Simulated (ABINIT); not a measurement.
**InP (F-43m): G0W0 in ABINIT against the bands in the screening**

Aim: move the bands in the screening of a G0W0 run on InP (F-43m) over a wide range.

Program: ABINIT 10.8.3. Level of theory: PBE and many-body steps on it, plane waves. Results are calculated unless marked as measured.

The database entry behind the starting cell differs from later determinations by our own check (0.1 to 0.3 % short, probably kX units), so it need not match the best structure at ambient conditions.

### 1. Set-up

The structure is cubic, space group F-43m (No. 216). Conventional cell: a = 5.861 Å, b = 5.861 Å, c = 5.861 Å, α = 90.00°, β = 90.00°, γ = 90.00°. In has 4 P at 2.54 Å nearest. Nearest to P lie 4 In at 2.54 Å. Farther neighbours are not listed.

The cell and positions come from the Crystallography Open Database and are kept as given unless a step says otherwise.

### 2. Screening, 4×4×4 mesh, 17 bands, screening to 163.3 eV

This step: ABINIT 10.8.3; RPA screening on PBE, plane waves, norm-conserving pseudopotentials.

The RPA dielectric matrix is built and inverted for each q.

run.abi

```
acell 3*1.0 Angstrom
rprim 
  -0.000000000000 2.930500000000 2.930500000000
  2.930500000000 -0.000000000000 2.930500000000
  2.930500000000 2.930500000000 -0.000000000000
ntypat 2
znucl 49 15
natom 2
typat 1 2
xred 
  0.000000000000 0.000000000000 0.000000000000
  0.250000000000 0.250000000000 0.250000000000
pp_dirpath "pseudos"
pseudos "In.upf, P.upf"
ecut 31
ngkpt 4 4 4
nshiftk 1
shiftk 0 0 0
kptopt 1
chksymbreak 0
istwfk *1
occopt 1
irdwfk 1
optdriver 3
nband 17
ecuteps 6
inclvkb 2
awtr 1
symchi 1
indata_prefix "in"
outdata_prefix "out"
tmpdata_prefix "tmp"
```

On the command line:

```sh
OMP_NUM_THREADS=1 mpirun -n 4 abinit run.abi > log
```

What it wrote:

```text
.Version 10.8.3 of ABINIT. v10.8.2 released Aug 2026.

 Symmetries : space group F-4 3 m (#216); Bravais cF (face-center cubic)
[... echo of the input left out ...]
== DATASET  1 ==================================================================
-   mpi_nproc: 4, omp_nthreads: 1 (-1 if OMP is not activated)

--- !DatasetInfo
iteration_state: {dtset: 1, }
dimensions: {natom: 2, nkpt: 8, mband: 17, nsppol: 1, nspinor: 1, nspden: 1, mpw: 2826, }
cutoff_energies: {ecut:  31.0, pawecutdg:  -1.0, }
electrons: {nelect:   1.80000000E+01, charge:   0.00000000E+00, occopt:   1.00000000E+00, tsmear:   1.00000000E-02, }

 SCREENING: Calculation of the susceptibility and dielectric matrices

 Based on a program developped by R.W. Godby, V. Olevano, G. Onida, and L. Reining.
 Incorporated in ABINIT by V. Olevano, G.-M. Rignanese, and M. Torrent.
.Using double precision arithmetic ; gwpc =  8

[... cell and pseudopotentials left out ...]
--------------------------------------------------------------------------------

 ==== K-mesh for the wavefunctions ====
 Number of points in the irreducible wedge :     8
[... list of points left out ...]
 Together with 24 symmetry operations and time-reversal symmetry
 yields    64 points in the full Brillouin Zone.

 ==== Q-mesh for the screening function ====
 Number of points in the irreducible wedge :     8
[... list of points left out ...]
 Together with 24 symmetry operations and time-reversal symmetry
 yields    64 points in the full Brillouin Zone.

 setmesh: FFT mesh size selected  =    30x   30x   30
          total number of points  =        27000

 vcoul_init : cutoff-mode = AUXILIARY_FUNCTION
 q-points for optical limit:   1
     1)      0.000010    0.000020    0.000030

- screening: taking advantage of time-reversal symmetry
- Maximum band index for partially occupied states nbvw = 9
- Remaining bands to be divided among processors   nbcw = 8
- Number of bands treated by each node ~2

 Number of electrons calculated from density =   18.0000; Expected =   18.0000
 average of density, n =  0.052993
 r_s =    1.6516
 omega_plasma =   22.2058 [eV]

 calculating chi0 at frequencies [eV] :
  1    0.000000E+00    0.000000E+00
  2    0.000000E+00    2.220578E+01

--------------------------------------------------------------------------------
  q-point number  1        q = ( 0.000000, 0.000000, 0.000000) [r.l.u.]
--------------------------------------------------------------------------------
[... chi0 elements left out ...]
 For q-point:  0.000010 0.000020 0.000030
  dielectric constant =  42.1430
  dielectric constant without local fields =  45.0485

  Average fulfillment of the sum rule on Im[epsilon] for q-point    1 :     13.70  [%]
[... wings left out ...]
  q-point number  2        q = ( 0.250000, 0.000000, 0.000000) [r.l.u.]
--------------------------------------------------------------------------------
[... chi0 elements left out ...]
  Average fulfillment of the sum rule on Im[epsilon] for q-point    2 :     39.84  [%]

 [... 6 further q-points ...]
```

Wall time 4.6 s (4 MPI ranks of Arm Neoverse V1, shared host); peak memory 0.47 GiB.

This step gave:

```
ε∞ with local fields, on this mesh, along the program's q direction : 42.14
the same without local fields                                       : 45.05
plasma frequency                                                    : 22.21 eV
plane waves in the screening matrix                                 : 259
```

Local fields lower ε∞ by 6 %. On a Γ-centred mesh this coarse the value itself is usually too large, while a short band sum pulls it down.

### 3. 17 bands

This step: G0W0 on PBE, plane waves, norm-conserving pseudopotentials.

run.abi: that of step 2 with these lines changed.

```diff
@@ -23,8 +23,15 @@
 irdwfk 1
-optdriver 3
-nband 17
+optdriver 4
+nband 90
+gwcalctyp 0
+ecutsigx 31
+symsigma 1
+nkptgw 1
+kptgw 
+  0.0000000000 0.0000000000 0.0000000000
+bdgw 
+  7 13
 ecuteps 6
-inclvkb 2
-awtr 1
-symchi 1
+irdscr 1
+ppmodel 1
 indata_prefix "in"
```

What it wrote:

```text
.Version 10.8.3 of ABINIT. v10.8.2 released Aug 2026.

 Symmetries : space group F-4 3 m (#216); Bravais cF (face-center cubic)
[... echo of the input left out ...]
== DATASET  1 ==================================================================
-   mpi_nproc: 4, omp_nthreads: 1 (-1 if OMP is not activated)

--- !DatasetInfo
iteration_state: {dtset: 1, }
dimensions: {natom: 2, nkpt: 8, mband: 90, nsppol: 1, nspinor: 1, nspden: 1, mpw: 2826, }
cutoff_energies: {ecut:  31.0, pawecutdg:  -1.0, }
electrons: {nelect:   1.80000000E+01, charge:   0.00000000E+00, occopt:   1.00000000E+00, tsmear:   1.00000000E-02, }

 SIGMA: Calculation of the GW corrections

 Based on a program developped by R.W. Godby, V. Olevano, G. Onida, and L. Reining.
 Incorporated in ABINIT by V. Olevano, G.-M. Rignanese, and M. Torrent.
.Using double precision arithmetic ; gwpc =  8

[... cell and pseudopotentials left out ...]
--------------------------------------------------------------------------------

 ==== K-mesh for the wavefunctions ====
 Number of points in the irreducible wedge :     8
[... list of points left out ...]
 Together with 24 symmetry operations and time-reversal symmetry
 yields    64 points in the full Brillouin Zone.

 ==== Q-mesh for screening function ====
 Number of points in the irreducible wedge :     8
[... list of points left out ...]
 Together with 24 symmetry operations and time-reversal symmetry
 yields    64 points in the full Brillouin Zone.

 vcoul_init : cutoff-mode = AUXILIARY_FUNCTION
 q-points for optical limit:   1
     1)      0.000010    0.000020    0.000030
 setmesh: FFT mesh size selected  =    40x   40x   40
          total number of points  =        64000

 Number of electrons calculated from density =   18.0000; Expected =   18.0000
 average of density, n =  0.052993
 r_s =    1.6516
 omega_plasma =   22.2058 [eV]

 === KS Band Gaps ===
  >>>> For spin  1
   Minimum direct gap =   0.7094 [eV], located at k-point      :   0.0000  0.0000  0.0000
   Fundamental gap    =   0.7094 [eV], Top of valence bands at :   0.0000  0.0000  0.0000
                                       Bottom of conduction at :   0.0000  0.0000  0.0000
 SIGMA fundamental parameters:
 PLASMON POLE MODEL  1
 number of plane-waves for SigmaX                 2741
 number of plane-waves for SigmaC and W            259
 number of plane-waves for wavefunctions          2741
 number of bands                                    90
 number of independent spin polarizations            1
 number of spinorial components                      1
 number of k-points in IBZ                           8
 number of q-points in IBZ                           8
 number of symmetry operations                      24
 number of k-points in BZ                           64
 number of q-points in BZ                           64
 number of frequencies for dSigma/dE                 9
 frequency step for dSigma/dE [eV]                0.25
 number of omega for Sigma on real axis              0
 max omega for Sigma on real axis  [eV]           0.00
 zcut for avoiding poles [eV]                     0.10

 EPSILON^-1 parameters (SCR file):
 dimension of the eps^-1 matrix on file            259
 dimension of the eps^-1 matrix used               259
 number of plane-waves for wavefunctions          2741
 number of bands                                    17
 number of q-points in IBZ                           8
 number of frequencies                               2
 number of real frequencies                          1
 number of imag frequencies                          1

 matrix elements of self-energy operator (all in [eV])

 Perturbative Calculation

--- !SelfEnergy_ee
iteration_state: {dtset: 1, }
kpoint     : [   0.000,    0.000,    0.000, ]
spin       : 1
KS_gap     :    0.709
QP_gap     :    1.129
Delta_QP_KS:    0.420
data: !SigmaeeData |
     Band     E0 <VxcDFT>   SigX SigC(E0)      Z dSigC/dE  Sig(E)    E-E0       E
        7   4.474 -12.528 -14.199   1.822   0.767  -0.303 -12.413   0.116   4.589
        8   4.474 -12.528 -14.199   1.822   0.767  -0.303 -12.413   0.116   4.589
        9   4.474 -12.528 -14.199   1.822   0.767  -0.303 -12.413   0.116   4.589
       10   5.183 -11.291  -7.493  -3.115   0.784  -0.276 -10.755   0.535   5.718
       11   8.562 -10.216  -6.368  -3.400   0.789  -0.267  -9.863   0.353   8.915
       12   8.562 -10.216  -6.368  -3.400   0.789  -0.267  -9.863   0.353   8.915
       13   8.562 -10.216  -6.368  -3.400   0.789  -0.267  -9.863   0.353   8.915

== END DATASET(S) ==============================================================
================================================================================

 -outvars: echo values of variables after computation  --------
           etotal      0.0000000000E+00
            nband          90
             nkpt           8
          spgroup         216
 [... the other variables as echoed above ...]

 Calculation completed.
```

Wall time 7.1 s (4 MPI ranks); peak memory 0.72 GiB; 28 s of CPU time.

Numbers from this step:

```
G0W0 gap on the points computed              : 1.129 eV
starting gap on the mesh                     : 0.7094 eV
k of the valence top                         : 0, 0, 0
k of the conduction bottom                   : 0, 0, 0
Z at the valence top                         : 0.767
Z at the conduction bottom                   : 0.784
least direct G0W0 gap on the computed points : 1.129 eV
```

### 4. Screening, 4×4×4 mesh, 27 bands, screening to 163.3 eV

This step: RPA screening on PBE, plane waves, norm-conserving pseudopotentials.

run.abi: that of step 3 with these lines changed.

```diff
@@ -23,15 +23,8 @@
 irdwfk 1
-optdriver 4
-nband 90
-gwcalctyp 0
-ecutsigx 31
-symsigma 1
-nkptgw 1
-kptgw 
-  0.0000000000 0.0000000000 0.0000000000
-bdgw 
-  7 13
+optdriver 3
+nband 27
 ecuteps 6
-irdscr 1
-ppmodel 1
+inclvkb 2
+awtr 1
+symchi 1
 indata_prefix "in"
```

What it wrote:

```text
.Version 10.8.3 of ABINIT. v10.8.2 released Aug 2026.

 Symmetries : space group F-4 3 m (#216); Bravais cF (face-center cubic)
[... echo of the input left out ...]
== DATASET  1 ==================================================================
-   mpi_nproc: 4, omp_nthreads: 1 (-1 if OMP is not activated)

--- !DatasetInfo
iteration_state: {dtset: 1, }
dimensions: {natom: 2, nkpt: 8, mband: 27, nsppol: 1, nspinor: 1, nspden: 1, mpw: 2826, }
cutoff_energies: {ecut:  31.0, pawecutdg:  -1.0, }
electrons: {nelect:   1.80000000E+01, charge:   0.00000000E+00, occopt:   1.00000000E+00, tsmear:   1.00000000E-02, }

 SCREENING: Calculation of the susceptibility and dielectric matrices

 Based on a program developped by R.W. Godby, V. Olevano, G. Onida, and L. Reining.
 Incorporated in ABINIT by V. Olevano, G.-M. Rignanese, and M. Torrent.
.Using double precision arithmetic ; gwpc =  8

[... cell and pseudopotentials left out ...]
--------------------------------------------------------------------------------

 ==== K-mesh for the wavefunctions ====
 Number of points in the irreducible wedge :     8
[... list of points left out ...]
 Together with 24 symmetry operations and time-reversal symmetry
 yields    64 points in the full Brillouin Zone.

 ==== Q-mesh for the screening function ====
 Number of points in the irreducible wedge :     8
[... list of points left out ...]
 Together with 24 symmetry operations and time-reversal symmetry
 yields    64 points in the full Brillouin Zone.

 setmesh: FFT mesh size selected  =    30x   30x   30
          total number of points  =        27000

 vcoul_init : cutoff-mode = AUXILIARY_FUNCTION
 q-points for optical limit:   1
     1)      0.000010    0.000020    0.000030

- screening: taking advantage of time-reversal symmetry
- Maximum band index for partially occupied states nbvw = 9
- Remaining bands to be divided among processors   nbcw = 18
- Number of bands treated by each node ~4

 Number of electrons calculated from density =   18.0000; Expected =   18.0000
 average of density, n =  0.052993
 r_s =    1.6516
 omega_plasma =   22.2058 [eV]

 calculating chi0 at frequencies [eV] :
  1    0.000000E+00    0.000000E+00
  2    0.000000E+00    2.220578E+01

--------------------------------------------------------------------------------
  q-point number  1        q = ( 0.000000, 0.000000, 0.000000) [r.l.u.]
--------------------------------------------------------------------------------
[... chi0 elements left out ...]
 For q-point:  0.000010 0.000020 0.000030
  dielectric constant =  42.3832
  dielectric constant without local fields =  45.1098

  Average fulfillment of the sum rule on Im[epsilon] for q-point    1 :     29.49  [%]
[... wings left out ...]
  q-point number  2        q = ( 0.250000, 0.000000, 0.000000) [r.l.u.]
--------------------------------------------------------------------------------
[... chi0 elements left out ...]
  Average fulfillment of the sum rule on Im[epsilon] for q-point    2 :     51.16  [%]

 [... 6 further q-points ...]
```

Run time: 7.5 s. Hardware: 4 MPI ranks; peak memory 0.51 GiB; 30 s of CPU time.

This step gave:

* ε∞ with local fields, on this mesh, along the program's q direction: 42.38
* the same without local fields: 45.11
* plasma frequency: 22.21 eV
* plane waves in the screening matrix: 259

### 5. 27 bands

The self-energy is evaluated for the states that the input lists, and the levels follow from it, in one-shot runs by the linearised quasiparticle equation.

This step: G0W0 on PBE, plane waves, norm-conserving pseudopotentials.

run.abi: that of step 4 with these lines changed.

```diff
@@ -23,8 +23,15 @@
 irdwfk 1
-optdriver 3
-nband 27
+optdriver 4
+nband 90
+gwcalctyp 0
+ecutsigx 31
+symsigma 1
+nkptgw 1
+kptgw 
+  0.0000000000 0.0000000000 0.0000000000
+bdgw 
+  7 13
 ecuteps 6
-inclvkb 2
-awtr 1
-symchi 1
+irdscr 1
+ppmodel 1
 indata_prefix "in"
```

What it wrote:

```text
.Version 10.8.3 of ABINIT. v10.8.2 released Aug 2026.

 Symmetries : space group F-4 3 m (#216); Bravais cF (face-center cubic)
[... echo of the input left out ...]
== DATASET  1 ==================================================================
-   mpi_nproc: 4, omp_nthreads: 1 (-1 if OMP is not activated)

--- !DatasetInfo
iteration_state: {dtset: 1, }
dimensions: {natom: 2, nkpt: 8, mband: 90, nsppol: 1, nspinor: 1, nspden: 1, mpw: 2826, }
cutoff_energies: {ecut:  31.0, pawecutdg:  -1.0, }
electrons: {nelect:   1.80000000E+01, charge:   0.00000000E+00, occopt:   1.00000000E+00, tsmear:   1.00000000E-02, }

 SIGMA: Calculation of the GW corrections

 Based on a program developped by R.W. Godby, V. Olevano, G. Onida, and L. Reining.
 Incorporated in ABINIT by V. Olevano, G.-M. Rignanese, and M. Torrent.
.Using double precision arithmetic ; gwpc =  8

[... cell and pseudopotentials left out ...]
--------------------------------------------------------------------------------

 ==== K-mesh for the wavefunctions ====
 Number of points in the irreducible wedge :     8
[... list of points left out ...]
 Together with 24 symmetry operations and time-reversal symmetry
 yields    64 points in the full Brillouin Zone.

 ==== Q-mesh for screening function ====
 Number of points in the irreducible wedge :     8
[... list of points left out ...]
 Together with 24 symmetry operations and time-reversal symmetry
 yields    64 points in the full Brillouin Zone.

 vcoul_init : cutoff-mode = AUXILIARY_FUNCTION
 q-points for optical limit:   1
     1)      0.000010    0.000020    0.000030
 setmesh: FFT mesh size selected  =    40x   40x   40
          total number of points  =        64000

 Number of electrons calculated from density =   18.0000; Expected =   18.0000
[...]
number of q-points in BZ                           64
 number of frequencies for dSigma/dE                 9
 frequency step for dSigma/dE [eV]                0.25
 number of omega for Sigma on real axis              0
 max omega for Sigma on real axis  [eV]           0.00
 zcut for avoiding poles [eV]                     0.10

 EPSILON^-1 parameters (SCR file):
 dimension of the eps^-1 matrix on file            259
 dimension of the eps^-1 matrix used               259
 number of plane-waves for wavefunctions          2741
 number of bands                                    27
 number of q-points in IBZ                           8
 number of frequencies                               2
 number of real frequencies                          1
 number of imag frequencies                          1

 matrix elements of self-energy operator (all in [eV])

 Perturbative Calculation

--- !SelfEnergy_ee
iteration_state: {dtset: 1, }
kpoint     : [   0.000,    0.000,    0.000, ]
spin       : 1
KS_gap     :    0.709
QP_gap     :    1.056
Delta_QP_KS:    0.347
data: !SigmaeeData |
     Band     E0 <VxcDFT>   SigX SigC(E0)      Z dSigC/dE  Sig(E)    E-E0       E
        7   4.474 -12.528 -14.199   1.623   0.768  -0.303 -12.565  -0.037   4.437
        8   4.474 -12.528 -14.199   1.623   0.768  -0.303 -12.565  -0.037   4.437
        9   4.474 -12.528 -14.199   1.623   0.768  -0.303 -12.565  -0.037   4.437
       10   5.183 -11.291  -7.493  -3.402   0.783  -0.277 -10.981   0.310   5.493
       11   8.562 -10.216  -6.368  -3.645   0.791  -0.265 -10.056   0.160   8.722
       12   8.562 -10.216  -6.368  -3.645   0.791  -0.265 -10.056   0.160   8.722
       13   8.562 -10.216  -6.368  -3.645   0.791  -0.265 -10.056   0.160   8.722

== END DATASET(S) ==============================================================
================================================================================

 -outvars: echo values of variables after computation  --------
           etotal      0.0000000000E+00
            nband          90
             nkpt           8
          spgroup         216
 [... the other variables as echoed above ...]

 Calculation completed.
```

The job ended after 7.1 s (4 MPI ranks; peak memory 0.72 GiB; 28 s of CPU time).

This step gave:

- G0W0 gap on the points computed: 1.056 eV
- starting gap on the mesh: 0.7094 eV
- k of the valence top: 0, 0, 0
- k of the conduction bottom: 0, 0, 0
- Z at the valence top: 0.768
- Z at the conduction bottom: 0.783
- least direct G0W0 gap on the computed points: 1.056 eV

The gap on the mesh goes from 0.71 eV to 1.06 eV, a correction of +0.35 eV.

### 6. Screening, 4×4×4 mesh, 90 bands, screening to 163.3 eV

This step: RPA screening on PBE, plane waves, norm-conserving pseudopotentials.

run.abi: that of step 5 with these lines changed.

```diff
@@ -23,15 +23,8 @@
 irdwfk 1
-optdriver 4
+optdriver 3
 nband 90
-gwcalctyp 0
-ecutsigx 31
-symsigma 1
-nkptgw 1
-kptgw 
-  0.0000000000 0.0000000000 0.0000000000
-bdgw 
-  7 13
 ecuteps 6
-irdscr 1
-ppmodel 1
+inclvkb 2
+awtr 1
+symchi 1
 indata_prefix "in"
```

What it wrote:

```text
.Version 10.8.3 of ABINIT. v10.8.2 released Aug 2026.

 Symmetries : space group F-4 3 m (#216); Bravais cF (face-center cubic)
[... echo of the input left out ...]
== DATASET  1 ==================================================================
-   mpi_nproc: 4, omp_nthreads: 1 (-1 if OMP is not activated)

--- !DatasetInfo
iteration_state: {dtset: 1, }
dimensions: {natom: 2, nkpt: 8, mband: 90, nsppol: 1, nspinor: 1, nspden: 1, mpw: 2826, }
cutoff_energies: {ecut:  31.0, pawecutdg:  -1.0, }
[...]
--------------------------------------------------------------------------------
[... chi0 elements left out ...]
 For q-point:  0.000010 0.000020 0.000030
  dielectric constant =  42.7770
  dielectric constant without local fields =  45.2027

  Average fulfillment of the sum rule on Im[epsilon] for q-point    1 :     78.60  [%]
[... wings left out ...]
  q-point number  2        q = ( 0.250000, 0.000000, 0.000000) [r.l.u.]
--------------------------------------------------------------------------------
[... chi0 elements left out ...]
  Average fulfillment of the sum rule on Im[epsilon] for q-point    2 :    102.85  [%]

 [... 6 further q-points ...]
```

Wall time 23 s (4 MPI ranks); peak memory 0.74 GiB; 90 s of CPU time.

This step gave:

```yaml
eps_infinity_with_local_fields_on_this_mesh_along_the_program_s_q_direction: 42.78
the_same_without_local_fields: 45.20
plasma_frequency: 22.21 eV
plane_waves_in_the_screening_matrix: 259
```

(Continued in part 2 of 2.)

[Paths, hosts, dates, memory and timing lines, banners, echoed tables and standing remarks are left out of the program output.]

[Logs are printed without paths, hosts, clocks, repeated set-up lines and the standing remarks that a program may print on its own settings, such as how far it seeks lower states.]

[Runs of the session that timed out or met a known fault of the program may be left out.]

[No measured gap is set beside runs whose start may be inverted or whose files or cutoffs have a known fault.]

[Hosts, paths, dates, database ids (printed as entryN), source tags and the programs' standing remarks are cut or masked in the printed files.]

[G0W0 gaps are taken among the corrected bands and points alone; a level outside them can change the order at an edge.]

[Where Ansatz stands beside ABINIT at settings called matched, ABINIT's density can come from a denser mesh and the files from another edition; pairs whose starting gaps differed by over 0.03 eV were left out, so agreement reads better than it is.]
